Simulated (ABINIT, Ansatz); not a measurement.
# A GW run on YSF (P4/nmm) in ABINIT, with inputs changed, part 2 of 2

A base run on YSF (P4/nmm), then changed inputs.

ABINIT 10.8.3; LDA and many-body steps on it, plane waves. Known limits of the many-body steps: not at the basis limit; no spin-orbit coupling; coarse k mesh.

So far. Step 2 (Screening, 4×4×2 mesh, 142 bands, screening to 141.5 eV): Local fields lower ε∞ by 14 %. On a Γ-centred mesh this coarse the value itself is usually too large, while a short band sum pulls it down. Step 3 (Base): The gap on the mesh goes from 1.17 eV to 2.90 eV, a correction of +1.72 eV.

### Step 4. Broadening of the poles

Level of this step: G0W0 on LDA, plane waves, norm-conserving pseudopotentials (ABINIT).

run.abi reads:

```
acell 3*1.0 Angstrom
rprim 
  3.772985040000 0.000000000000 0.000000000000
  0.000000000000 3.772985040000 0.000000000000
  0.000000000000 0.000000000000 6.826667120000
ntypat 3
znucl 39 16 9
natom 6
typat 1 1 2 2 3 3
xred 
  0.000000000000 0.500000000000 0.227228020000
  0.500000000000 0.000000000000 0.772771980000
  0.000000000000 0.500000000000 0.645567190000
  0.500000000000 0.000000000000 0.354432810000
  0.000000000000 0.000000000000 0.000000000000
  0.500000000000 0.500000000000 0.000000000000
pp_dirpath "pseudos"
pseudos "Y.upf, S.upf, F.upf"
ecut 36
ngkpt 4 4 2
nshiftk 1
shiftk 0 0 0
kptopt 1
chksymbreak 0
istwfk *1
occopt 1
irdwfk 1
optdriver 4
nband 142
gwcalctyp 0
ecutsigx 36
symsigma 1
nkptgw 1
kptgw 
  0.0000000000 0.0000000000 0.0000000000
bdgw 
  23 26
ecuteps 5.2
irdscr 1
ppmodel 1
zcut 1.0 eV
indata_prefix "in"
outdata_prefix "out"
tmpdata_prefix "tmp"
```

On the command line:

```
OMP_NUM_THREADS=1 mpirun -n 8 abinit run.abi > log
```

The log of the run:

```text
.Version 10.8.3 of ABINIT. v10.8.2 released Aug 2026.

 Symmetries : space group P4/n m m (#129); Bravais tP (primitive tetrag.)
[... echo of the input left out ...]
== DATASET  1 ==================================================================
-   mpi_nproc: 8, omp_nthreads: 1 (-1 if OMP is not activated)

--- !DatasetInfo
iteration_state: {dtset: 1, }
dimensions: {natom: 6, nkpt: 12, mband: 142, nsppol: 1, nspinor: 1, nspden: 1, mpw: 6802, }
cutoff_energies: {ecut:  36.0, pawecutdg:  -1.0, }
electrons: {nelect:   4.80000000E+01, charge:   0.00000000E+00, occopt:   1.00000000E+00, tsmear:   1.00000000E-02, }

 SIGMA: Calculation of the GW corrections

 Based on a program developped by R.W. Godby, V. Olevano, G. Onida, and L. Reining.
 Incorporated in ABINIT by V. Olevano, G.-M. Rignanese, and M. Torrent.
.Using double precision arithmetic ; gwpc =  8

[... cell and pseudopotentials left out ...]
--------------------------------------------------------------------------------

 ==== K-mesh for the wavefunctions ====
 Number of points in the irreducible wedge :    12
[... list of points left out ...]
 Together with 16 symmetry operations and time-reversal symmetry
 yields    32 points in the full Brillouin Zone.

 ==== Q-mesh for screening function ====
 Number of points in the irreducible wedge :    12
[... list of points left out ...]
 Together with 16 symmetry operations and time-reversal symmetry
 yields    32 points in the full Brillouin Zone.

 vcoul_init : cutoff-mode = AUXILIARY_FUNCTION
 q-points for optical limit:   1
     1)      0.000010    0.000020    0.000030
 setmesh: FFT mesh size selected  =    40x   40x   72
          total number of points  =       115200

 Number of electrons calculated from density =   48.0000; Expected =   48.0000
[...]
number of k-points in IBZ                          12
 number of q-points in IBZ                          12
 number of symmetry operations                      16
 number of k-points in BZ                           32
 number of q-points in BZ                           32
 number of frequencies for dSigma/dE                 9
 frequency step for dSigma/dE [eV]                0.25
 number of omega for Sigma on real axis              0
 max omega for Sigma on real axis  [eV]           0.00
 zcut for avoiding poles [eV]                     1.00

 EPSILON^-1 parameters (SCR file):
 dimension of the eps^-1 matrix on file            393
 dimension of the eps^-1 matrix used               393
 number of plane-waves for wavefunctions          6783
 number of bands                                   142
 number of q-points in IBZ                          12
 number of frequencies                               2
 number of real frequencies                          1
 number of imag frequencies                          1

 matrix elements of self-energy operator (all in [eV])

 Perturbative Calculation

--- !SelfEnergy_ee
iteration_state: {dtset: 1, }
kpoint     : [   0.000,    0.000,    0.000, ]
spin       : 1
KS_gap     :    1.172
QP_gap     :    2.896
Delta_QP_KS:    1.723
data: !SigmaeeData |
     Band     E0 <VxcDFT>   SigX SigC(E0)      Z dSigC/dE  Sig(E)    E-E0       E
       23   6.840 -13.583 -16.361   1.906   0.800  -0.250 -14.281  -0.698   6.142
       24   6.840 -13.583 -16.361   1.906   0.800  -0.250 -14.281  -0.698   6.142
       25   8.012 -11.644  -6.693  -3.709   0.826  -0.211 -10.618   1.026   9.038
       26   9.761 -14.045  -8.822  -3.721   0.810  -0.234 -12.828   1.217  10.978

== END DATASET(S) ==============================================================
================================================================================

 -outvars: echo values of variables after computation  --------
           etotal      0.0000000000E+00
            nband         142
             nkpt          12
          spgroup         129
 [... the other variables as echoed above ...]

 Calculation completed.
```

It took 11 s on 8 MPI ranks of Arm Neoverse V1, shared host; peak memory 2.8 GiB.

Numbers from this step:

```
G0W0 gap on the points computed              : 2.896 eV
starting gap on the mesh                     : 1.172 eV
k of the valence top                         : 0, 0, 0
k of the conduction bottom                   : 0, 0, 0
Z at the valence top                         : 0.8
Z at the conduction bottom                   : 0.826
least direct G0W0 gap on the computed points : 2.896 eV
```

Against G0W0 in ABINIT (4×4×2 mesh, 142 bands, screening to 141.5 eV, Godby-Needs plasmon pole), the gap moves by +0.000 eV.

### Step 5. A keyword of another program

run.abi: that of step 4 with these lines changed.

```diff
@@ -40,3 +40,3 @@
 ppmodel 1
-zcut 1.0 eV
+ENCUTGW 100
 indata_prefix "in"
```

The log of the run:

```text
.Version 10.8.3 of ABINIT. v10.8.2 released Aug 2026.

 Symmetries : space group P4/n m m (#129); Bravais tP (primitive tetrag.)
================================================================================
 Values of the parameters that define the memory need of the present run
     intxc =       0    ionmov =       0      iscf =       7    lmnmax =       6
     lnmax =       6     mgfft =      72  mpssoang =       3    mqgrid =    3485
     natom =       6  nloc_mem =       1    nspden =       1   nspinor =       1
    nsppol =       1      nsym =      16    n1xccc =    2501    ntypat =       3
    occopt =       1   xclevel =       1
-    mband =         142        mffmem =           1         mkmem =           2
       mpw =        6802          nfft =      115200          nkpt =          12
================================================================================
  Rough estimation (10% accuracy) of disk space for files :
================================================================================

--------------------------------------------------------------------------------
------------- Echo of variables that govern the present computation ------------
--------------------------------------------------------------------------------
 -outvars: echo values of preprocessed input variables --------
            acell      1.8897261259E+00  1.8897261259E+00  1.8897261259E+00 Bohr

             bdgw          23      26
      chksymbreak           0
             ecut      3.60000000E+01 Hartree
          ecuteps      5.20000000E+00 Hartree
         ecutsigx      3.60000000E+01 Hartree
          ecutwfn      3.60000000E+01 Hartree
-          fftalg         312
           irdscr           1
           irdwfk           1

              ixc       -1012
[...]
npwwfn        6783
             nsym          16
           ntypat           3
              occ      2.000000  2.000000  2.000000  2.000000  2.000000  2.000000
                       2.000000  2.000000  2.000000  2.000000  2.000000  2.000000
                       2.000000  2.000000  2.000000  2.000000  2.000000  2.000000
                       2.000000  2.000000  2.000000  2.000000  2.000000  2.000000
[...]
0.000000  0.000000  0.000000  0.000000  0.000000  0.000000
   [... 13 further rows ...]
                       0.000000  0.000000  0.000000  0.000000  0.000000  0.000000
                       0.000000  0.000000  0.000000  0.000000
        optdriver           4
            rprim      3.7729850400E+00  0.0000000000E+00  0.0000000000E+00
[...]
spgroup         129

             xred      0.0000000000E+00  5.0000000000E-01  2.2722802000E-01
[...]
0.0000000000E+00  0.0000000000E+00  0.0000000000E+00
                       5.0000000000E-01  5.0000000000E-01  0.0000000000E+00
            znucl       39.00000   16.00000    9.00000

================================================================================

 chkinp: Checking input parameters for consistency.

--- !ERROR
message: |
    Found token: `ENCUTGW` in the input file.
    This name is not one of the registered input variable names (see
    Action: check your input file. Perhaps you mistyped the input variable,
    or specified "img", although this was not permitted for this input variable.

--- !ERROR
message: |
    Found token: `ENCUTGW` in the input file.
    This name is not one of the registered input variable names (see
    Action: check your input file. Perhaps you mistyped the input variable,
    or specified "img", although this was not permitted for this input variable.

--- from the log ---
Found token: `ENCUTGW` in the input file.
    This name is not one of the registered input variable names (see
    Action: check your input file. Perhaps you mistyped the input variable,
    or specified "img", although this was not permitted for this input variable.
```

Elapsed: 0.72 s, on 8 MPI ranks; peak memory 0.05 GiB; 5.3 s of CPU time.

The run stopped with an error after 0.72 s.

The program's words: Found token: `ENCUTGW` in the input file. This name is not one of the registered input variable names (see Action: check your input file. Perhaps you mistyped the input variable, or specified "img", although this was not permitted for this input variable.

The fault put into this input: a keyword of another program.

### Step 6. The runs together

Times are wall times on 8 MPI ranks of Arm Neoverse V1, shared host, good to a factor of about two. A run's time includes the screening step that it read.

| run | mesh | bands | screening cutoff (eV) | DFT gap (eV) | gap on the mesh (eV) | direct (eV) | ε∞ used | time |
| --- | --- | --- | --- | --- | --- | --- | --- | --- |
| base | 4×4×2 | 142 | 141.5 | 1.172 | 2.896 | 2.896 | 6.05 | 2.1 min |
| broadening of the poles | 4×4×2 | 142 | 141.5 | 1.172 | 2.896 | 2.896 | 6.05 | 2.1 min |

### Step 7. What came out

| Quantity | Value |
| --- | --- |
| base | 2.896 eV |
| broadening of the poles | 2.896 eV |
| known limits | not at the basis limit; no spin-orbit coupling; coarse k mesh |

Broadening of the poles: no change against base (keys changed: zcut). Bands and cutoff are finite, so the gap is not at the basis limit. The miss can reach some tenths of an eV and take either sign; the mesh is an error of its own. In the first G0W0 run levels were corrected at 1 k point alone, so a gap called «on the mesh» is the least over those, and an edge elsewhere would be missed. The 4×4×2 mesh is coarse for this cell, which bears on the long-range parts of exchange and screening. The many-body steps are scalar-relativistic: spin-orbit coupling is not in them.

[Paths, hosts, dates, memory and timing lines, banners, echoed tables and standing remarks are left out of the program output.]

[Logs are printed without paths, hosts, clocks, repeated set-up lines and the standing remarks that a program may print on its own settings, such as how far it seeks lower states.]

[Runs of the session that timed out or met a known fault of the program may be left out.]

[No measured gap is set beside runs whose start may be inverted or whose files or cutoffs have a known fault.]

[Hosts, paths, dates, database ids (printed as entryN), source tags and the programs' standing remarks are cut or masked in the printed files.]

[G0W0 gaps are taken among the corrected bands and points alone; a level outside them can change the order at an edge.]

[Where Ansatz stands beside ABINIT at settings called matched, ABINIT's density can come from a denser mesh and the files from another edition; pairs whose starting gaps differed by over 0.03 eV were left out, so agreement reads better than it is.]
